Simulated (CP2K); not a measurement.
Consider boric acid at its PBE geometry (Å).

```xyz
7

O    -1.1924   -1.0318   -0.0064
B    -0.0892   -0.2060   -0.0069
O    -0.2709    1.1720    0.0848
O     1.1274   -0.8524   -0.1005
H    -2.0123   -0.5181    0.0690
H     0.5416    1.6994    0.0683
H     1.8958   -0.2632   -0.1083
```

Method: CP2K XAS_TDP, all-electron GAPW, PBEh(45%), aug-cc-pVDZ, TDA, GW2X-corrected core level, no relativity.

**Question.** Where do the O K-edge lines lie, and how strong are they?

Leading lines: O1 535.89 eV. The leading line of an atom is its first one with 35 % of the strongest within 2.5 eV of its lowest line over the strength cut. Core ionisation energies at this level: O1 538.82 eV.

The first six lines of each atom with a strength over 0.0015:

| atom | energy (eV) | states | strength, one atom | above the computed threshold |
| --- | --- | --- | --- | --- |
| O1 (bonded to B and H) | 535.89 | 1 | 0.0136 |  |
|  | 537.08 | 1 | 0.0068 |  |
|  | 537.28 | 1 | 0.0207 |  |
|  | 538.13 | 1 | 0.0036 |  |
|  | 538.53 | 1 | 0.0032 |  |
|  | 538.92 | 1 | 0.0022 | yes |

Lines are vertical, at one geometry, with no vibrational structure. GW2X ionisation energies and lines can be off by 1 to 2 eV either way, and a good line position may hide errors that cancel. Atoms with the same bonds but other surroundings in this conformer are left out. These values hold no scalar relativity, about 0.4 eV for O 1s. Rydberg lines, and the discretised continuum above threshold, depend on the basis and the box.

[Banner, clock and machine lines of the logs are left out without a mark of their own.]

[Logs are printed without paths, hosts, clocks, repeated set-up lines and the standing remarks that a program may print on its own settings, such as how far it seeks lower states.]

[Hosts, paths, dates, database ids (printed as entryN), source tags and the programs' standing remarks are cut or masked in the printed files.]
